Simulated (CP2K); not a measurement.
Two runs for the O K edge of silanol. Run A: CP2K XAS_TDP, all-electron GAPW, PBEh(45%), aug-pc-2, TDA, no relativity. Run B differs in one setting.

First lines with a strength over 0.0015. A:

```tsv
atom	energy (eV)	states	strength, one atom
O2 (bonded to Si and H)	529.14	1	0.0109
	530.72	1	0.0223
	531.29	1	0.0103
	531.49	1	0.0052
	531.60	1	0.0022
```

B:

```tsv
atom	energy (eV)	states	strength, one atom
O2 (bonded to Si and H)	535.39	1	0.0175
	537.08	1	0.0326
	537.93	1	0.0167
	538.29	1	0.0114
	539.30	1	0.0048
```

Question: Which was it: scalar relativity switched on, the functional, the basis, GW2X switched on?

The functional (functional from PBEh(45%) to PBEh(60%); the lines alone don't name the new value). A functional moves all lines by electronvolts and changes their spacings and strengths. Against PBEh(45%) in aug-pc-2, the leading line moves by +6.25 eV, to 535.39 eV; the strength of O2's goes from 0.0109 to 0.0175. The next line of O2 over the strength cut lies 1.69 eV higher, against 1.58.

[Banner, clock and machine lines of the logs are left out without a mark of their own.]

[Logs are printed without paths, hosts, clocks, repeated set-up lines and the standing remarks that a program may print on its own settings, such as how far it seeks lower states.]

[Hosts, paths, dates, database ids (printed as entryN), source tags and the programs' standing remarks are cut or masked in the printed files.]
